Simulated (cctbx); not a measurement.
# Resonant diffraction in Ho5In4Sn2

Space group Pbam (no. 55), a = 8.2080 Å, b = 18.8290 Å, c = 3.7190 Å, α = 90.00°, β = 90.00°, γ = 90.00°.

```csv
atom,mult.,x,y,z,Ueq (Å²)
Ho1,2,1/2,1/2,0,0.0051
Ho2,4,0.7432,0.2771,0,0.0039
Ho3,4,0.6128,0.0866,0,0.0088
Sn1,4,0.5265,0.1976,1/2,0.0074
In1,4,0.7825,0.4309,1/2,0.0103
In2,4,0.9281,0.1480,1/2,0.0070
```

The model is made up (kin elements in a known structure type, no relaxation), so it says nothing on whether the phase exists.

Calculated with cctbx: free-atom f′ and f″ from the Sasaki tables, no fine structure; amplitudes in electrons.

| E (eV) | F 0 2 1 | F 2 3 0 | F 1 1 1 | F 1 4 0 |
| --- | --- | --- | --- | --- |
| 27340 | 76.1 | 79.8 | 35.4 | 55.9 |
| 27690 | 76.7 | 81.8 | 34.5 | 59.7 |
| 27820 | 77.4 | 83.6 | 33.7 | 62.9 |
| 27880 | 78.2 | 85.3 | 32.8 | 65.9 |
| 27910 | 79.0 | 86.9 | 32.0 | 68.9 |
| 27925 | 79.9 | 88.5 | 31.1 | 71.8 |
| 27932 | 80.6 | 89.9 | 30.3 | 74.5 |
| 27936 | 81.4 | 91.3 | 29.6 | 77.0 |
| 27944 | 82.8 | 93.7 | 28.7 | 81.8 |
| 27948 | 81.4 | 91.1 | 30.1 | 77.1 |
| 27955 | 80.2 | 88.9 | 31.3 | 73.0 |
| 27970 | 79.1 | 87.0 | 32.3 | 69.5 |
| 28000 | 78.0 | 85.2 | 33.3 | 66.2 |
| 28090 | 76.5 | 82.8 | 34.6 | 61.8 |
| 28340 | 74.5 | 80.4 | 36.3 | 57.2 |

**Question.** Which edge is crossed, and why do the reflections move as they do?

The K edge of In. The edge is at 27940 eV. f′ of In falls from -4.8 e at 27820 eV to -7.8 e at 4 eV below it, and f″ steps from 0.56 to 3.58 e across it. Over that approach |F| changes by +5 % (0 2 1), +9 % (2 3 0), -12 % (1 1 1) and +22 % (1 4 0): a reflection falls where In scatters in phase with the total and rises where it scatters against it; it hardly moves where the In term is small or cancels by symmetry. Above the edge the larger f″ enters the imaginary part, where it can add to or cancel the other atoms' f″. The structure is centrosymmetric, so Friedel mates stay equal.

[Logs are printed without paths, hosts, clocks, repeated set-up lines and the standing remarks that a program may print on its own settings, such as how far it seeks lower states.]
